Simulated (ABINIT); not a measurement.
## CdS (Hawleyite): G0W0 with ABINIT, start to end

How does a plane-wave GW calculation on CdS (Hawleyite) run from the first input to the gap?

Program: ABINIT 10.8.3. Level of theory: PBE and many-body steps on it, plane waves. Values are calculated unless marked as measured.

**What was measured.**

- Gap 2.42 eV: optical gap from inflexion point of photoacoustic spectrum, as-grown film; photoacoustic spectroscopy; film (as-grown chemical bath deposited film, about 0.25 um thick, deposited at 80 C) (“Study of the band--gap shift in CdS films: Influence of thermal annealing in different atmospheres”, 1995, arxiv:cond-mat/9501125).

### 1. Set-up

It takes space group F-43m (No. 216, cubic). The conventional cell has a = 5.833 Å, b = 5.833 Å, c = 5.833 Å, α = 90.00°, β = 90.00°, γ = 90.00°. Nearest to Cd lie 4 S at 2.53 Å. S has 4 Cd at 2.53 Å nearest. Farther neighbours, and contacts between anions beyond the nearest, are not listed.

The cell and positions come from the Crystallography Open Database and are kept as given unless a step says otherwise.

### 2. Ground state

This step: ABINIT 10.8.3; DFT, PBE, plane waves, norm-conserving pseudopotentials.

The ground-state density comes first.

run.abi

```
acell 3*1.0 Angstrom
rprim 
  -0.000000000000 2.916500000000 2.916500000000
  2.916500000000 -0.000000000000 2.916500000000
  2.916500000000 2.916500000000 -0.000000000000
ntypat 2
znucl 48 16
natom 2
typat 1 2
xred 
  0.000000000000 0.000000000000 0.000000000000
  0.250000000000 0.250000000000 0.250000000000
pp_dirpath "pseudos"
pseudos "Cd.upf, S.upf"
ecut 47
ngkpt 6 6 6
nshiftk 1
shiftk 0 0 0
kptopt 1
chksymbreak 0
nband 18
occopt 1
tolvrs 1e-10
nstep 60
prtwf 0
optforces 0
optstress 0
indata_prefix "in"
outdata_prefix "out"
tmpdata_prefix "tmp"
```

Command:

```sh
$ OMP_NUM_THREADS=1 mpirun -n 8 abinit run.abi > log
```

Output:

```text
.Version 10.8.3 of ABINIT. v10.8.2 released Aug 2026.

 Symmetries : space group F-4 3 m (#216); Bravais cF (face-center cubic)
================================================================================
 Values of the parameters that define the memory need of the present run
     intxc =       0    ionmov =       0      iscf =       7    lmnmax =       6
     lnmax =       6     mgfft =      50  mpssoang =       3    mqgrid =    3001
     natom =       2  nloc_mem =       1    nspden =       1   nspinor =       1
    nsppol =       1      nsym =      24    n1xccc =    2501    ntypat =       2
    occopt =       1   xclevel =       2
-    mband =          18        mffmem =           1         mkmem =           2
       mpw =        5188          nfft =      125000          nkpt =          16
================================================================================
  Rough estimation (10% accuracy) of disk space for files :
================================================================================

--------------------------------------------------------------------------------
------------- Echo of variables that govern the present computation ------------
--------------------------------------------------------------------------------
 -outvars: echo values of preprocessed input variables --------
            acell      1.8897261259E+00  1.8897261259E+00  1.8897261259E+00 Bohr

      chksymbreak           0
             ecut      4.70000000E+01 Hartree
-          fftalg         312

              ixc     -101130
              kpt      0.00000000E+00  0.00000000E+00  0.00000000E+00
                       1.66666667E-01  0.00000000E+00  0.00000000E+00
                       3.33333333E-01  0.00000000E+00  0.00000000E+00
                       5.00000000E-01  0.00000000E+00  0.00000000E+00
                       1.66666667E-01  1.66666667E-01  0.00000000E+00
                       3.33333333E-01  1.66666667E-01  0.00000000E+00
                       5.00000000E-01  1.66666667E-01  0.00000000E+00
                      -3.33333333E-01  1.66666667E-01  0.00000000E+00
                      -1.66666667E-01  1.66666667E-01  0.00000000E+00
   [... 5 further rows ...]
                      -3.33333333E-01  3.33333333E-01  1.66666667E-01
                      -3.33333333E-01  5.00000000E-01  1.66666667E-01
         kptrlatt        6    0    0      0    6    0      0    0    6
          kptrlen      4.67656631E+01
P           mkmem           2
            natom           2
            nband          18
            ngfft          50      50      50
             nkpt          16
            nstep          60
             nsym          24
           ntypat           2
              occ      2.000000  2.000000  2.000000  2.000000  2.000000  2.000000
                       2.000000  2.000000  2.000000  2.000000  2.000000  2.000000
                       2.000000  0.000000  0.000000  0.000000  0.000000  0.000000
        optforces           0
        optstress           0
            prtwf           0
            rprim     -0.0000000000E+00  2.9165000000E+00  2.9165000000E+00
[...]
spgroup         216

           tolvrs      1.00000000E-10

             xred      0.0000000000E+00  0.0000000000E+00  0.0000000000E+00
[...]
znucl       48.00000   16.00000

================================================================================

 chkinp: Checking input parameters for consistency.

================================================================================
== DATASET  1 ==================================================================
-   mpi_nproc: 8, omp_nthreads: 1 (-1 if OMP is not activated)

--- !DatasetInfo
iteration_state: {dtset: 1, }
dimensions: {natom: 2, nkpt: 16, mband: 18, nsppol: 1, nspinor: 1, nspden: 1, mpw: 5188, }
cutoff_energies: {ecut:  47.0, pawecutdg:  -1.0, }
electrons: {nelect:   2.60000000E+01, charge:   0.00000000E+00, occopt:   1.00000000E+00, tsmear:   1.00000000E-02, }

 Real(R)+Recip(G) space primitive vectors, cartesian coordinates (Bohr,Bohr^-1):
 R(1)=  0.0000000  5.5113862  5.5113862  G(1)= -0.0907213  0.0907213  0.0907213
 R(2)=  5.5113862  0.0000000  5.5113862  G(2)=  0.0907213 -0.0907213  0.0907213
 R(3)=  5.5113862  5.5113862  0.0000000  G(3)=  0.0907213  0.0907213 -0.0907213
 Unit cell volume ucvol=  3.3482088E+02 bohr^3
 Angles (23,13,12)=  6.00000000E+01  6.00000000E+01  6.00000000E+01 degrees

 getcut: wavevector=  0.0000  0.0000  0.0000  ngfft=  50  50  50
         ecut(hartree)=     47.000   => boxcut(ratio)=   2.07948

--- Pseudopotential description ------------------------------------------------
- Cd Generated using ONCVPSP code by D. R. Hamann
- 48.00000  20.00000  171031                  znucl, zion, pspdat
12 -101130 2 -1 1368                          pspcod,pspxc,lmax,lloc,mmax
     nproj     2     2     2
  pspatm : epsatm=   23.16453630
         --- l  ekb(1:nproj) -->
[...]
pspatm: atomic psp has been read  and splines computed

- S Generated using ONCVPSP code by D. R. Hamann
- 16.00000   6.00000  171031                  znucl, zion, pspdat
12 -101130 2 -1 1146                          pspcod,pspxc,lmax,lloc,mmax
     nproj     2     2     2
  pspatm : epsatm=    9.01821529
         --- l  ekb(1:nproj) -->
[...]
2   -3.547662   -0.986524
 pspatm: atomic psp has been read  and splines computed

   8.36751541E+02                                ecore*ucvol(ha*bohr**3)
--------------------------------------------------------------------------------

_setup2: Arith. and geom. avg. npw (full set) are    5151.458    5151.430

================================================================================

--- !BeginCycle
iteration_state: {dtset: 1, }
solver: {iscf: 7, nstep: 60, nline: 4, wfoptalg: 0, }
tolerances: {tolvrs: 1.00E-10, }

     iter   Etot(hartree)      deltaE(h)  residm     vres2
 ETOT  1  -184.58109602512    -1.846E+02 2.197E+00 4.390E+03
 ETOT  2  -185.65086711536    -1.070E+00 3.839E-02 6.972E+03
 ETOT  3  -186.34144421193    -6.906E-01 5.803E-03 7.723E+02
 ETOT  4  -186.39720509171    -5.576E-02 2.096E-03 2.072E+02
 ETOT  5  -186.41732805768    -2.012E-02 6.205E-04 2.343E+00
 ETOT  6  -186.41755963703    -2.316E-04 2.448E-04 2.511E-02
 ETOT  7  -186.41756130017    -1.663E-06 3.384E-05 9.705E-03
 ETOT  8  -186.41756155447    -2.543E-07 3.870E-05 7.709E-03
 ETOT  9  -186.41756237534    -8.209E-07 1.732E-05 2.003E-05
 ETOT 10  -186.41756237783    -2.481E-09 4.463E-05 2.764E-07
 ETOT 11  -186.41756237784    -1.850E-11 2.006E-05 1.060E-08
 ETOT 12  -186.41756237785    -2.871E-12 4.702E-05 7.445E-10
 ETOT 13  -186.41756237785     1.393E-12 2.139E-05 4.140E-11

 At SCF step   13       vres2   =  4.14E-11 < tolvrs=  1.00E-10 =>converged.

--- !ResultsGS
iteration_state: {dtset: 1, }
comment   : Summary of ground state results
lattice_vectors:
- [ -0.0000000,   5.5113862,   5.5113862, ]
- [  5.5113862,  -0.0000000,   5.5113862, ]
- [  5.5113862,   5.5113862,  -0.0000000, ]
lattice_lengths: [   7.79428,    7.79428,    7.79428, ]
lattice_angles: [ 60.000,  60.000,  60.000, ] # degrees, (23, 13, 12)
lattice_volume:   3.3482088E+02
convergence: {deltae:  1.393E-12, res2:  4.140E-11, residm:  2.139E-05, diffor:  0.000E+00, }
etotal    :  -1.86417562E+02
entropy   :   0.00000000E+00
fermie    :   1.60449132E-01
cartesian_stress_tensor: null
pressure_GPa: null
xred      :
- [  0.0000E+00,   0.0000E+00,   0.0000E+00, Cd]
- [  2.5000E-01,   2.5000E-01,   2.5000E-01,  S]
cartesian_forces: null
force_length_stats: {min: null, max: null, mean: null, }

 Integrated electronic density in atomic spheres:
 ------------------------------------------------
 Atom  Sphere_radius  Integrated_density
    1        2.00000         17.17000095
    2        2.00000          3.93308081
================================================================================

 ----iterations are completed or convergence reached----

 Mean square residual over all n,k,spin=   83.764E-09; max=  21.389E-06
 reduced coordinates (array xred) for    2 atoms
       0.000000      0.000000      0.000000
       0.250000      0.250000      0.250000
 rms dE/dt=  0.0000E+00; max dE/dt=  0.0000E+00; dE/dt below (all hartree)
    1       0.000000      0.000000      0.000000
    2       0.000000      0.000000      0.000000

 cartesian coordinates (angstrom) at end:
    1      0.000000     0.000000     0.000000
    2      1.458250     1.458250     1.458250
 length scales=  1.889726  1.889726  1.889726 bohr
              =  1.000000  1.000000  1.000000 angstroms
 prteigrs : about to open file out_EIG
 Fermi (or HOMO) energy (hartree) =   0.16045   Average Vxc (hartree)=  -0.34390
 Eigenvalues (hartree) for nkpt=  16  k points:
 kpt#   1, nband= 18, wtk=  0.00463, kpt=  0.0000  0.0000  0.0000 (reduced coord)
  -3.56438   -2.13350   -2.13350   -2.13350   -0.29393   -0.12336   -0.12336   -0.12336
  -0.10576   -0.10576    0.16045    0.16045    0.16045    0.20252    0.40047    0.40047
   0.40047    0.58082
 prteigrs : prtvol=0 or 1, do not print more k-points.

--- !EnergyTerms
iteration_state     : {dtset: 1, }
comment             : Components of total free energy in Hartree
kinetic             :  6.539617E+01
hartree             :  6.517524E+01
xc                  : -2.742416E+01
Ewald energy        : -9.940623E+01
psp_core            :  2.499102E+00
local_psp           : -1.984064E+02
non_local_psp       :  5.748720E+00
total_energy        : -1.864176E+02
total_energy_eV     : -5.072680E+03
band_energy         : -2.106626E+01

== END DATASET(S) ==============================================================
================================================================================

 -outvars: echo values of variables after computation  --------
           etotal     -1.8641756238E+02
            nband          18
             nkpt          16
          spgroup         216
 [... the other variables as echoed above ...]

 Calculation completed.
```

Elapsed: 9.4 s, on 8 MPI ranks of INTEL XEON PLATINUM 8581C at 2.10GHz (Emerald Rapids), shared host; peak memory 0.75 GiB; 74 s of CPU time.

Numbers from this step:

```
total energy               : -5072.6803 eV
gap                        : 1.145 eV
k of the valence top       : 0, 0, 0
k of the conduction bottom : 0, 0, 0
least direct gap           : 1.145 eV
```

The gap is direct, at Γ.

(Part 1 of 3 ends here.)

[Long decimals in the printed logs are rounded to 6 places.]

[Logs are printed without paths, hosts, clocks, repeated set-up lines and the standing remarks that a program may print on its own settings, such as how far it seeks lower states.]

[Paths, hosts, dates, memory and timing lines, banners, echoed tables and standing remarks are left out of the program output; an Ansatz launch command may be rebuilt from the run's recorded settings. Measured values are a selection of at most five: reports struck by readers or far from the other reports are left out. None is set beside runs whose start may be inverted or whose files or cutoffs have a known fault.]

[Runs of the session that timed out or met a known fault of the program may be left out.]

[Hosts, paths, dates, database ids (printed as entryN), source tags and the programs' standing remarks are cut or masked in the printed files.]

[G0W0 gaps are taken among the corrected bands and points alone; a level outside them can change the order at an edge.]

[Where Ansatz stands beside ABINIT at settings called matched, ABINIT's density can come from a denser mesh and the files from another edition; pairs whose starting gaps differed by over 0.03 eV were left out, so agreement reads better than it is.]
